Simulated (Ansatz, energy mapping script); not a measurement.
# Cr: J from the energies of magnetic orders

Wanted: the magnetic order of Cr, its couplings and an estimate of its ordering temperature, by PBE.

Calculated with Ansatz 0.2.0; PBE; plane waves, collinear spin, no spin–orbit coupling.

Report form: the programs' logs are mostly left out.

In doubt: warnings of the run leave room for a lower electronic state (step 2), so energies may not be the lowest and differences between runs may mislead.

**1. Starting point**

The structure is cubic, space group Im-3m (No. 229). Conventional cell: a = 2.969 Å, b = 2.969 Å, c = 2.969 Å, α = 90.00°, β = 90.00°, γ = 90.00°. Nearest to Cr lie 8 Cr at 2.57 Å.

The cell comes from a database of computed structures, and need not be the one that the compound takes in experiment.

No correction acts on the open shell here, which makes this the cheap baseline.

**2. Probe run**

One run in the crystal's own cell, under PBE with U = 3.15 eV on Cr d, ortho-atomic projectors, shows which elements keep a moment. Transition or f elements with 0.3 μB or more enter the spin model; moments induced on other atoms do not.

File input.yaml:

```yaml
crystal:
  lattice:
    - [2.968899355, 0.0, 0.0]
    - [0.0, 2.968899355, 0.0]
    - [0.0, 0.0, 2.968899355]
  atoms:
    - { symbol: Cr, position: [0.0, 0.0, 0.0], spin: 2.5 }
    - { symbol: Cr, position: [0.5, 0.5, 0.5], spin: 2.5 }
magnetization:
  spin_polarized: true
kpoints:
  mp_grid: { grid: [13, 13, 13] }
hamiltonian:
  xc: pbe
  hubbard:
    sites: [{ species: Cr, l: d, u_eff: 3.15 }]
    projectors: ortho-atomic
scf:
  occupations: { method: fermi_dirac, width: 0.1 }
output:
  eigenvalues: true
```

Run with:

```
$ ansatz run input.yaml --threads 4 --pin off --max-ram 8192MiB --backend cpu --events-out ev --progress --plain --runs-dir out
```

Wall time 9.8 s (4 threads of Arm Neoverse V1, shared host); peak memory 0.57 GiB; 35 s of CPU time.

Spin moment in the sphere by atom:

```tsv
atom	spin moment in the sphere (μB)
Cr1	3.49
Cr2	3.49
```

The run ends ferromagnetic; Cr carries the moments.

**3. Parallel start in cell A (2 atoms)**

Each cell gets its own parallel run on the same mesh, so that most of the mesh error cancels in the differences.

Changes to input.yaml since step 2:

```diff
@@ -14,5 +14,2 @@
   xc: pbe
-  hubbard:
-    sites: [{ species: Cr, l: d, u_eff: 3.15 }]
-    projectors: ortho-atomic
 scf:
@@ -21 +18,5 @@
   eigenvalues: true
+  write_density: true
+  write_potential: true
+  elf: true
+  volumetric_format: npy
```

Elapsed: 12 s, on 4 threads; peak memory 0.54 GiB.

Spin moment in the sphere by atom:

```tsv
atom	spin moment in the sphere (μB)
Cr1	-1.68
Cr2	1.68
```

The run ends antiferromagnetic, not as typed: a moment turned or collapsed in the SCF or in the program's search for a lower state.

Spin density in the ac plane at fractional y = 0.000, with atoms of Cr within 0.2 Å of it.

Ten even steps from '0' (-2.8 e/Å³) to '9' (0.0 e/Å³):
```
236899999999863
567899999999876
888999999999988
999999999999999
999999999999999
999999999999999
999999999999999
999999999999999
999999999999999
999999999999999
999999999999999
888999999999988
567899999999876
236899999999863
025899999999852
```
Columns run along a (3.0 Å), rows up along c (3.0 Å). Atoms in or near the plane, at fractional coordinates: Cr at (0.00, 0.00).

ELF in the ac plane at fractional y = 0.000, with atoms of Cr within 0.2 Å of it. It is the smooth field of the valence electrons, not physical close to the nuclei.

Values, 15 rows by 15 columns:
```
0.93 0.90 0.81 0.53 0.20 0.10 0.22 0.40 0.40 0.22 0.10 0.20 0.53 0.81 0.90
0.85 0.81 0.70 0.42 0.17 0.14 0.29 0.44 0.44 0.29 0.14 0.17 0.42 0.70 0.81
0.56 0.53 0.42 0.25 0.16 0.22 0.37 0.48 0.48 0.37 0.22 0.16 0.25 0.42 0.53
0.20 0.20 0.17 0.16 0.21 0.33 0.44 0.49 0.49 0.44 0.33 0.21 0.16 0.17 0.20
0.09 0.10 0.14 0.22 0.33 0.42 0.46 0.48 0.48 0.46 0.42 0.33 0.22 0.14 0.10
0.20 0.22 0.29 0.37 0.44 0.46 0.46 0.45 0.45 0.46 0.46 0.44 0.37 0.29 0.22
0.38 0.40 0.44 0.48 0.49 0.48 0.45 0.42 0.42 0.45 0.48 0.49 0.48 0.44 0.40
0.38 0.40 0.44 0.48 0.49 0.48 0.45 0.42 0.42 0.45 0.48 0.49 0.48 0.44 0.40
0.20 0.22 0.29 0.37 0.44 0.46 0.46 0.45 0.45 0.46 0.46 0.44 0.37 0.29 0.22
0.09 0.10 0.14 0.22 0.33 0.42 0.46 0.48 0.48 0.46 0.42 0.33 0.22 0.14 0.10
0.20 0.20 0.17 0.16 0.21 0.33 0.44 0.49 0.49 0.44 0.33 0.21 0.16 0.17 0.20
0.56 0.53 0.42 0.25 0.16 0.22 0.37 0.48 0.48 0.37 0.22 0.16 0.25 0.42 0.53
0.85 0.81 0.70 0.42 0.17 0.14 0.29 0.44 0.44 0.29 0.14 0.17 0.42 0.70 0.81
0.93 0.90 0.81 0.53 0.20 0.10 0.22 0.40 0.40 0.22 0.10 0.20 0.53 0.81 0.90
0.96 0.93 0.85 0.56 0.20 0.09 0.20 0.38 0.38 0.20 0.09 0.20 0.56 0.85 0.93
```
Columns run along a (3.0 Å), rows up along c (3.0 Å). Atoms in or near the plane, at fractional coordinates: Cr at (0.00, 0.00).

**4. Parallel start in cell B (4 atoms)**

A new cell needs its own zero of energy.

input.yaml, the sections that differ from step 3:

```yaml
crystal:
  lattice:
    - [-2.968899355, 0.0, 0.0]
    - [0.0, 2.968899355, 2.968899355]
    - [0.0, 2.968899355, -2.968899355]
  atoms:
    - { symbol: Cr, position: [0.0, 0.0, 0.0], spin: 2.5 }
    - { symbol: Cr, position: [0.0, 0.5, 0.5], spin: 2.5 }
    - { symbol: Cr, position: [0.5, 0.5, 0.0], spin: 2.5 }
    - { symbol: Cr, position: [0.5, 0.0, 0.5], spin: 2.5 }
kpoints:
  mp_grid: { grid: [13, 9, 9] }
output:
  eigenvalues: true
# magnetization, hamiltonian, scf: as in step 3
```

Elapsed: 68 s, on 4 threads; peak memory 1.5 GiB.

Spin moment in the sphere by atom:

```tsv
atom	spin moment in the sphere (μB)
Cr1	-1.69
Cr2	-1.69
Cr3	1.69
Cr4	1.69
```

The run ends antiferromagnetic, not as typed: a moment turned or collapsed in the SCF or in the program's search for a lower state.

**5. Run 3 (parallel; cell C, 4 atoms)**

The parallel order again, as the reference for this cell.

This run holds the same structure in another cell (b 4.199 → 2.969 Å, c 4.199 → 5.938 Å).

input.yaml, the sections that differ from step 4:

```yaml
crystal:
  lattice:
    - [2.968899355, 0.0, 0.0]
    - [0.0, 2.968899355, 0.0]
    - [0.0, 0.0, 5.93779871]
  atoms:
    - { symbol: Cr, position: [0.0, 0.0, 0.0], spin: 2.5 }
    - { symbol: Cr, position: [0.0, 0.0, 0.5], spin: 2.5 }
    - { symbol: Cr, position: [0.5, 0.5, 0.25], spin: 2.5 }
    - { symbol: Cr, position: [0.5, 0.5, 0.75], spin: 2.5 }
kpoints:
  mp_grid: { grid: [13, 13, 7] }
# magnetization, hamiltonian, scf, output: as in step 4
```

The job ended after 61 s (4 threads; peak memory 1.5 GiB; 3.8 min of CPU time).

The run ends antiferromagnetic, not as typed: a moment turned or collapsed in the SCF or in the program's search for a lower state.

**6. From energies to couplings**

Each energy difference is a sum of couplings weighted by the pairs that the order reverses. A few near shells are fitted to the differences by least squares. Energies are those extrapolated to zero occupation width, not the free energies F.

Energies from the parallel order of the same cell:

```tsv
order	atoms	energy (meV a magnetic atom)	moments (μB)	moments kept as typed
parallel in cell A (typed; ended antiferromagnetic)	2	-	1.68	no
parallel in cell B (typed; ended antiferromagnetic)	4	-	1.69	no
parallel in cell C (typed; ended antiferromagnetic)	4	-	1.69	no
```

No pair of orders in one cell converged with its signs kept, so no coupling can be fitted.

**7. Summary of results**

```json
{
 "couplings": "not obtained"
}
```

Only parallel starts were run, since none kept its moments as typed; they end antiferromagnetic.

[Logs and program files are shortened in this print: banners, set-up blocks, solver, clock and traceback lines can be left out without a mark of their own.]

[Logs are printed without paths, hosts, clocks, repeated set-up lines and the standing remarks that a program may print on its own settings, such as how far it seeks lower states.]

[Hosts, paths, dates, database ids (printed as entryN), source tags and the programs' standing remarks are cut or masked in the printed files.]

[Where a cell is said to come from a database of computed structures, the database is the Materials Project.]
